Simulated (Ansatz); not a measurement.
# Y2CF2 MXene monolayer in a perpendicular field, part 2 of 2

What dipole does a perpendicular field induce in the Y2CF2 MXene monolayer, and does the gap follow? A positive field points along +c.

Ansatz 0.2.0; plane-wave DFT, PBE-D3(BJ), Ansatz PAW (set soft_1); PAW set soft_1.

So far. Step 2 (Relaxation): The lattice constant a goes from 3.478 to 3.554 Å.

### 3. Atoms held, field 0

A sawtooth potential applies the field, turning back in the middle of the vacuum. With the dipole correction the typed value is the field outside the slab. The induced dipole is small, so the SCF threshold is tight.

The cell differs from the one that the last finished run ended in (c 40.805 → 23.094 Å).

The input, input.yaml:

```yaml
crystal:
  lattice:
    - [3.5540528419, 0.0, 0.0]
    - [-1.777026421, 3.0779000475, 0.0]
    - [0.0, 0.0, 23.0938421877]
  atoms:
    - { symbol: F, position: [0.3333333333, 0.6666666667, 0.3897142765] }
    - { symbol: "Y", position: [0.6666666667, 0.3333333333, 0.4406365293] }
    - { symbol: C, position: [0.0, 0.0, 0.5] }
    - { symbol: "Y", position: [0.3333333333, 0.6666666667, 0.5593634707] }
    - { symbol: F, position: [0.6666666667, 0.3333333333, 0.6102857235] }
kpoints:
  mp_grid: { grid: [18, 18, 1] }
  band_path:
    path: [[0, 0, 0], [0.5, 0, 0], [0.33333333, 0.33333333, 0], [0, 0, 0]]
    npoints: 16
hamiltonian:
  xc: pbe
  dispersion: d3bj
  pseudopotentials: { kind: paw, azcp: { folder: soft_1 } }
scf:
  occupations: { method: fermi_dirac, width: 0.02585 }
  convergence: { dr2_threshold: 1.0e-10 }
efield:
  axis: 3
  dipole_correction: true
  ramp_position: 0.97
  ramp_width: 0.06
  amplitude: 0
output:
  dos: { projected: true, e_range: [-6, 5] }
  write_potential: true
  write_density: true
  volumetric_format: npy
  elf: true
```

Run with:

```
ansatz run input.yaml --threads 2 --pin off --max-ram 3072MiB --backend cpu --events-out ev --progress --plain --runs-dir out
```

Numbers of over 12 decimals in the logs are rounded to 6 here.

Output:

```text
[...]
Crystal: 5 atoms, lattice volume = 252.624 Å³
Basis set: ecut = 420 eV, 4895 PW (Γ)
Bands: 25, of which v1, the nominal top of the filled ones, is band 20 counted from 1 (19 counted from 0)
Symmetry: 6 space group operations
k-points: 37 of 324 (time reversal used)
[...]
SCF iter   1: F=—  HF=-9577.851315 eV  |F-HF|=—  |Δ(HF+E_count)|=         —  Δρ=6.91e-2  dr2=2.19e1  ethr=3.10e-3  p=0.000 e·Å  D=3.02e-14 V/Å  ΔV_dip=-0.00 eV  dr2_dipole=8.73e-9  V_vac-E_F(+/−)=9.46/9.46 eV  ⟨swp⟩=7.8  Hψ=5114  notcnv=0
efield: sawtooth ramp at fractional position 0.9700 (set: `efield.ramp_position`, or a place that a band, a saddle search or an elastic batch's reference lends), width 0.0600; the density the first Hamiltonian is built on has a dipole p = 0.000 e·Å; the dipole correction subtracts the counter field D = 3.02e-14 V/Å, which shifts the + side's vacuum level by -0.00 eV against the − side's; the planar-averaged density in the ramp window peaks in size at 3.2e-7 e/Å³
[...]
SCF iter   2: F=—  HF=-9576.173169 eV  |F-HF|=—  |Δ(HF+E_count)|=    1.68e0  Δρ=6.73e-2  dr2=2.12e1  ethr=3.10e-3  p=-0.000 e·Å  D=-5.59e-5 V/Å  ΔV_dip=0.00 eV  dr2_dipole=5.76e-7  V_vac-E_F(+/−)=2.30/2.30 eV  ⟨swp⟩=6.3  Hψ=2992  notcnv=0  defer=37
[...]
SCF iter  14: F=-9572.255132 eV  HF=-9572.255132 eV  |F-HF|=2.00e-11  |Δ(HF+E_count)|=  4.15e-10  Δρ=1.22e-7  dr2=2.65e-11  ethr=1.00e-12  p=0.000 e·Å  D=3.21e-8 V/Å  ΔV_dip=-0.00 eV  dr2_dipole=2.33e-14  V_vac-E_F(+/−)=3.72/3.72 eV  ⟨swp⟩=11.5  Hψ=4469  notcnv=0
SCF 1 converged in 14 iterations: F = -9572.255132 eV  dr2 = 2.65e-11
[...]
NSCF: frozen V_eff on 49 k-points
efield: sawtooth ramp at fractional position 0.9700 (kept from the solve that this one continues, or follows in the run), width 0.0600; the density the first Hamiltonian is built on has a dipole p = 0.000 e·Å; the dipole correction subtracts the counter field D = 3.21e-8 V/Å, which shifts the + side's vacuum level by -0.00 eV against the − side's; the planar-averaged density in the ramp window peaks in size at 7.4e-7 e/Å³
[...]
SCF converged after 14 iterations
Free energy (F): -9572.255132 eV
[...]
Internal energy: -9572.255132 eV  (E = F + TS)
E sigma→0 (E₀):  -9572.255132 eV
Fermi energy:    0.541715 eV
Dipole field:    D = 0.000000 V/Å  (p = 0.000000 e·Å, saw-weighted, corrected)
Work function:   Φ+ = 3.7248 eV   Φ− = 3.7249 eV
Levels:          The Fermi level and band energies are counted from a zero that moves with the ramp; work functions are not
[...]
--- Band table (eV; the first three rows and the last of 37) ---
  k-point 0: bands = [... 16 lower, -5.6145, -1.5269, -0.0261, -0.0261, 2.8168, 2.9848, 3.1536, 3.1536, ... 1 higher]
  k-point 1: bands = [... 16 lower, -5.5885, -1.4869, -0.1283, -0.0382, 2.8825, 2.9090, 3.1491, 3.2140, ... 1 higher]
  k-point 2: bands = [... 16 lower, -5.5424, -1.3788, -0.3832, -0.0695, 2.6804, 3.0217, 3.1834, 3.3819, ... 1 higher]
  k-point 36: bands = [... 16 lower, -5.5448, -1.2612, -1.2612, -0.6465, 2.9883, 3.9701, 3.9701, 4.6465, ... 1 higher]
```

The job ended after 27 s (2 threads of Arm Neoverse V1, shared host; peak memory 0.57 GiB; 53 s of CPU time).

Reading the cycles: dr2 is the Hartree energy of the density residual (eV), the measure of convergence; HF is the Harris–Foulkes estimate of the energy, which meets the free energy F at convergence.

This step gave:

```yaml
gap_on_the_k_mesh: 1.117 eV
dipole_along_the_normal: 3.00e-7 e·Å
gap_along_the_path: 1.117 eV
smallest_direct_gap_along_the_path: 1.284 eV
ionisation_energy_upper_face: 4.293 eV
electron_affinity_upper_face: 3.176 eV
gap_the_smaller_of_path_and_mesh: 1.117 eV
```

Running mean over a fixed 2.7 Å (it still follows the layers) of the planar mean; the ramp of the sawtooth is left out. Table of electron's electrostatic potential energy less the Fermi level by z:

z (Å), electron's electrostatic potential energy less the Fermi level (eV) and a bar from the least value:
```
      3.5       3.72 ##############################
      4.0       3.72 ##############################
      4.5       3.72 ##############################
      5.0       3.72 ##############################
      5.5       3.72 ##############################
      6.0       3.72 ##############################
      6.5       3.70 ##############################
      7.0       3.55 ##############################
      7.5       2.61 ###########################
      8.0       0.80 #######################
      8.5      -1.65 ################
      9.0      -4.68 #########
      9.5      -7.01 ###
     10.0      -8.09 
     10.5      -8.19 
     11.0      -7.73 #
     11.5      -7.59 ##
     12.0      -7.68 #
     12.5      -8.11 
     13.0      -8.19 
     13.5      -7.29 ##
     14.0      -5.22 #######
     14.5      -2.21 ###############
     15.0       0.40 ######################
     15.5       2.31 ##########################
     16.0       3.47 #############################
     16.5       3.69 ##############################
     17.0       3.72 ##############################
     17.5       3.72 ##############################
     18.0       3.72 ##############################
     18.5       3.72 ##############################
     19.0       3.72 ##############################
     19.5       3.72 ##############################
     20.0       3.72 ##############################
```

The density of states has structure finer than the step of the table below, so its rows give means over 0.25 eV, whole bins alone (the curve runs from -6 to 2.35 eV). Peaks (eV: height): -1.950: 8.32, -1.200: 25.6.

Density of states against energy, zero at the Fermi level of the run, which the smearing sets inside the gap; means over each step:

| energy (eV) | density of states (states/eV a cell) |
| --- | --- |
| -2.50 | 0 |
| -2.25 | 0.468 |
| -2.00 | 4.94 |
| -1.75 | 2.73 |
| -1.50 | 2.99 |
| -1.25 | 6.49 |
| -1.00 | 2.39 |
| -0.75 | 3.42 |
| -0.50 | 0.402 |
| -0.25 | 0 |
| 0.00 | 0 |
| 0.25 | 0 |
| 0.50 | 0.145 |
| 0.75 | 0.857 |
| 1.00 | 0.957 |
| 1.25 | 1.04 |
| 1.50 | 1.15 |
| 1.75 | 1.38 |
| 2.00 | 1.57 |

Projected DOS per atom over height of the atomic layer and energy from the Fermi level. Layers: F Y C Y F from below.

Ten even steps from '_' (0.00 states/eV) to '@' (3.24 states/eV), each cell a mean:
```
__..__..__
__..__..__
__..__..__
__..__..__
__________
__________
__________
____..____
__..++..__
__--@@--__
__..==..__
__::**::__
__________
__________
__________
__________
__________
__________
__________
__________
__________
__________
```
Columns: height of the atomic layer (Å) from 9 to 14.1 (not evenly spaced); rows upwards: energy from the Fermi level (eV) from -5.96 to 2.32.

Electronic bands along the path, in eV, zero at the Fermi level of the run, which the smearing sets inside the gap:

| point | band 17 | band 18 | band 19 | band 20 | band 21 | band 22 | band 23 | band 24 |
| --- | --- | --- | --- | --- | --- | --- | --- | --- |
| Γ | -6.16 | -2.07 | -0.57 | -0.57 | 2.27 | 2.44 | 2.61 | 2.61 |
| halfway | -6.12 | -1.72 | -1.49 | -0.70 | 1.32 | 2.86 | 3.31 | 3.44 |
| M | -6.09 | -2.16 | -1.19 | -0.73 | 0.55 | 3.77 | 4.33 | 4.52 |
| halfway | -6.08 | -2.06 | -1.29 | -1.19 | 1.43 | 3.67 | 3.94 | 4.26 |
| K | -6.09 | -1.80 | -1.80 | -1.19 | 2.45 | 3.43 | 3.43 | 4.10 |
| halfway | -6.13 | -1.71 | -1.45 | -1.02 | 2.08 | 2.08 | 3.38 | 3.54 |
| Γ | -6.16 | -2.07 | -0.57 | -0.57 | 2.27 | 2.44 | 2.61 | 2.61 |

ELF in the ca plane at fractional y = 0.333, with atoms of Y and F within 0.2 Å of it. It is the smooth field of the valence electrons, not physical close to the nuclei.

Ten even steps from '0' (0.00) to '9' (0.85), each cell a mean:
```
00000000000000000000003774235310036763100000
00000000000000000000049999512210489986200000
00000000000000000000169759711111697797310000
00000000000000000000169889711111598897310000
00000000000000000000027997323210268875200000
00000000000000000011111232256311013432000000
00000000000000000024531013787323210000000000
00000000000000000124542015887323310000000000
00000000000000000013320012576311100110000000
```
Columns run along c (16.0 Å, from fractional 0.07 to 0.76 of the cell), rows up along a (3.6 Å). Atoms in or near the plane, at fractional coordinates: Y at (0.44, 0.67), F at (0.61, 0.67).

Electrostatic potential energy in the ca plane at fractional y = 0.333, with atoms of Y and F within 0.2 Å of it. With pseudopotentials it is smooth inside the atoms' cores, unlike the true potential.

Ten even steps from '0' (-46 eV) to '9' (4 eV), each cell a mean:
```
99999999999999999875447899988899999999999999
99999999999999999740003799999852599999999999
99999999999999998720000689999710179999999999
99999999999999998730001689999720289999999999
99999999999999999862115899998986899999999999
99999999999999999987678999888889999999999999
99999999999999999999899999877789999999999999
99999999999999999999999999876788999999999999
99999999999999999988889999877889999999999999
```
Columns run along c (16.0 Å, from fractional 0.12 to 0.82 of the cell; values clipped at the 3rd and 97th percentile), rows up along a (3.6 Å). Atoms in or near the plane, at fractional coordinates: Y at (0.44, 0.67), F at (0.61, 0.67).

Valence density in the ca plane at fractional y = 0.333, with atoms of Y and F within 0.2 Å of it. It is the smooth field of the valence electrons, not physical close to the nuclei.

Values in units of 1e0 e/Å³, 5 rows by 16 columns, each cell a mean:
```
0.0 0.0 0.0 0.0 0.0 0.0 0.0 0.1 1.4 0.8 0.2 0.2 1.3 0.3 0.0 0.0
0.0 0.0 0.0 0.0 0.0 0.0 0.0 0.2 2.8 1.9 0.1 0.2 7.2 1.5 0.0 0.0
0.0 0.0 0.0 0.0 0.0 0.0 0.0 0.1 1.5 0.9 0.1 0.2 1.5 0.4 0.0 0.0
0.0 0.0 0.0 0.0 0.0 0.0 0.0 0.1 0.2 0.2 0.3 0.3 0.1 0.0 0.0 0.0
0.0 0.0 0.0 0.0 0.0 0.0 0.0 0.1 0.1 0.2 0.3 0.3 0.1 0.0 0.0 0.0
```
Columns run along c (16.0 Å, from fractional 0.07 to 0.76 of the cell), rows up along a (3.6 Å). Atoms in or near the plane, at fractional coordinates: Y at (0.44, 0.67), F at (0.61, 0.67).

The gap is 1.12 eV, with the valence edge 4.29 eV and the conduction edge 3.18 eV under the upper vacuum level.

### 4. Atoms held, field 0.1 V/Å

input.yaml: that of step 3 with these lines changed.

```diff
@@ -26,7 +26,6 @@
   dipole_correction: true
-  ramp_position: 0.97
-  ramp_width: 0.06
-  amplitude: 0
+  ramp_position: 0.9318
+  ramp_width: 0.1365
+  amplitude: 0.1
 output:
-  dos: { projected: true, e_range: [-6, 5] }
   write_potential: true
@@ -34,2 +33 @@
   volumetric_format: npy
-  elf: true
```

Output:

```text
[...]
Crystal: 5 atoms, lattice volume = 252.624 Å³
Basis set: ecut = 420 eV, 4895 PW (Γ)
Bands: 25, of which v1, the nominal top of the filled ones, is band 20 counted from 1 (19 counted from 0)
Symmetry: 6 space group operations
k-points: 37 of 324 (time reversal used)
[...]
k-point 0: bands = [... 16 lower, -5.6100, -1.5275, -0.0266, -0.0266, 2.7397, 3.0472, 3.1530, 3.1530, ... 1 higher]
  k-point 1: bands = [... 16 lower, -5.5840, -1.4875, -0.1289, -0.0387, 2.7819, 2.9717, 3.1663, 3.2134, ... 1 higher]
  k-point 2: bands = [... 16 lower, -5.5381, -1.3793, -0.3838, -0.0701, 2.6723, 2.9684, 3.2136, 3.3894, ... 1 higher]
  k-point 36: bands = [... 16 lower, -5.4976, -1.2631, -1.2604, -0.6471, 2.9875, 3.9603, 3.9781, 4.6461, ... 1 higher]
[key lines of the parts left out:]
SCF converged after 15 iterations
Free energy (F): -9572.256705 eV
Fermi energy:    0.541174 eV
Dipole field:    D = 0.022535 V/Å  (p = 0.031461 e·Å, saw-weighted, corrected)
```

Elapsed: 27 s, on 2 threads; peak memory 0.55 GiB; 54 s of CPU time.

The dipole is 0.0315 e·Å, and the gap 1.117 eV.

### 5. Atoms held, field -0.1 V/Å

input.yaml: that of step 4 with these lines changed.

```diff
@@ -28,3 +28,3 @@
   ramp_width: 0.1365
-  amplitude: 0.1
+  amplitude: -0.1
 output:
```

Output:

```text
[...]
Crystal: 5 atoms, lattice volume = 252.624 Å³
Basis set: ecut = 420 eV, 4895 PW (Γ)
Bands: 25, of which v1, the nominal top of the filled ones, is band 20 counted from 1 (19 counted from 0)
Symmetry: 6 space group operations
k-points: 37 of 324 (time reversal used)
[...]
k-point 0: bands = [... 16 lower, -5.6098, -1.5273, -0.0264, -0.0264, 2.7398, 3.0474, 3.1532, 3.1532, ... 1 higher]
  k-point 1: bands = [... 16 lower, -5.5839, -1.4873, -0.1287, -0.0386, 2.7821, 2.9718, 3.1665, 3.2136, ... 1 higher]
  k-point 2: bands = [... 16 lower, -5.5379, -1.3792, -0.3836, -0.0699, 2.6725, 2.9686, 3.2138, 3.3895, ... 1 higher]
  k-point 36: bands = [... 16 lower, -5.4974, -1.2629, -1.2602, -0.6469, 2.9877, 3.9605, 3.9783, 4.6463, ... 1 higher]
[key lines of the parts left out:]
SCF converged after 15 iterations
Free energy (F): -9572.256705 eV
Fermi energy:    0.541353 eV
Dipole field:    D = -0.022535 V/Å  (p = -0.031461 e·Å, saw-weighted, corrected)
```

The job ended after 27 s (2 threads; peak memory 0.55 GiB; 54 s of CPU time).

The dipole is -0.0315 e·Å, and the gap 1.117 eV.

### 6. Response, atoms held

This step: plane-wave DFT, PBE-D3(BJ), Ansatz PAW (set soft_1); response to a field along the normal, atoms held; PAW set soft_1 (Ansatz 0.2.0).

The dipoles give the slope, and the difference of two potentials shows where the field is screened.

Numbers from this step:

```
equivalent conductor thickness p/(ε₀AE) : 5.204 Å
distance between the outer atoms        : 5.094 Å
```

Table of dipole of the cell by applied field:

| applied field (V/Å) | dipole of the cell (e·Å) |
| --- | --- |
| -0.1000 | -0.0315 |
| 0.0000 | 3.0e-7 |
| 0.1000 | 0.0315 |

Local field over the applied field, running mean. From the potentials at -0.1 and 0.1 V/Å; running mean over 2.5 Å. The local field over applied field by z:

z (Å), local field over applied field and a bar:
```
      4.5      1.000 ##############################
      5.0      0.999 ##############################
      5.5      0.998 ##############################
      6.0      0.993 ##############################
      6.5      0.980 #############################
      7.0      0.941 ############################
      7.5      0.861 ##########################
      8.0      0.748 ######################
      8.5      0.614 ##################
      9.0      0.472 #############
      9.5      0.330 #########
     10.0      0.216 #####
     10.5      0.132 ###
     11.0      0.075 #
     11.5      0.048 
     12.0      0.067 #
     12.5      0.120 ##
     13.0      0.198 #####
     13.5      0.306 ########
     14.0      0.444 ############
     14.5      0.588 #################
     15.0      0.725 #####################
     15.5      0.841 #########################
     16.0      0.930 ############################
     16.5      0.975 #############################
     17.0      0.992 ##############################
     17.5      0.997 ##############################
     18.0      0.999 ##############################
     18.5      1.000 ##############################
     19.0      1.000 ##############################
```

The induced electron density oscillates, so the rows of the table below give means over windows of 0.5 Å about each position, cut where the curve ends. Its maxima inside the range that stand out by 2 % of the span (Å: e/Å³ per V/Å): 8.37: 0.00280, 9.09: 0.00192, 10.25: 0.00150, 11.69: 1.2e-4, 13.42: -7.1e-4, 14.29: -0.00114. Its minima: 8.80: 0.00114, 9.67: 7.1e-4, 11.40: -1.2e-4, 12.85: -0.00150, 14.00: -0.00192, 14.72: -0.00280.

Electrons, planar mean, per unit field. Induced electron density against z; means over each step:

| z (Å) | induced electron density (e/Å³ per V/Å) |
| --- | --- |
| 4.5 | 8.6e-7 |
| 5.0 | 2.7e-6 |
| 5.5 | 8.6e-6 |
| 6.0 | 2.8e-5 |
| 6.5 | 9.1e-5 |
| 7.0 | 2.9e-4 |
| 7.5 | 8.3e-4 |
| 8.0 | 0.00197 |
| 8.5 | 0.00233 |
| 9.0 | 0.00157 |
| 9.5 | 0.00101 |
| 10.0 | 0.00117 |
| 10.5 | 0.00119 |
| 11.0 | 4.5e-4 |
| 11.5 | -1.3e-5 |
| 12.0 | -2.8e-4 |
| 12.5 | -0.00107 |
| 13.0 | -0.00129 |
| 13.5 | -9.0e-4 |
| 14.0 | -0.00158 |
| 14.5 | -0.00208 |
| 15.0 | -0.00221 |
| 15.5 | -1.0e-3 |
| 16.0 | -3.5e-4 |
| 16.5 | -1.1e-4 |
| 17.0 | -3.5e-5 |
| 17.5 | -1.1e-5 |
| 18.0 | -3.3e-6 |
| 18.5 | -1.1e-6 |
| 19.0 | -4.2e-7 |

The smaller of the gaps on the path and on the k-mesh, counted as 0 under 0.03 eV. The gap stays at 1.12 eV for applied field from -0.1 to 0.1 V/Å.

By hand: between -0.1 and 0.1 V/Å the dipole changes by 0.06292 e·Å, a slope of 0.3146 e·Å²/V. A perfect conductor of thickness t has p = ε₀AEt, so t = 180.95 × 0.3146 / 10.939 = 5.20 Å (e/ε₀ = 180.95 V·Å, A in Å²).

The induced dipole is that of a conductor 5.20 Å thick.

### 7. Summary of results

- gap without field: 1.12 eV
- ionisation energy, upper face: 4.29 eV
- electron affinity, upper face: 3.18 eV
- equivalent conductor thickness, atoms held: 5.20 Å

The induced dipole equals that of a perfect conductor 5.20 Å thick, while the outer atoms lie 5.09 Å apart; an out-of-plane ε follows only once a thickness t is chosen, by 1 − 1/ε = 5.20 Å / t. The gap stays within 0.01 eV of 1.12 eV over the fields run, up to 0.1 V/Å in size. Semilocal functionals give gaps that are too small, and excitons are not included. Spin-orbit coupling is left out. The MXene's terminations sit over the metal atoms of its far layer; the site over carbon or nitrogen, which some compounds prefer, was not run.

[Logs are printed without paths, hosts, clocks, repeated set-up lines and the standing remarks that a program may print on its own settings, such as how far it seeks lower states.]

[Hosts, paths, dates, database ids (printed as entryN), source tags and the programs' standing remarks are cut or masked in the printed files.]

[Maps of the electrostatic potential energy from Ansatz leave out the sawtooth potential of an applied field or a dipole correction, so their vacuum need not be flat; planar profiles and work functions include it.]
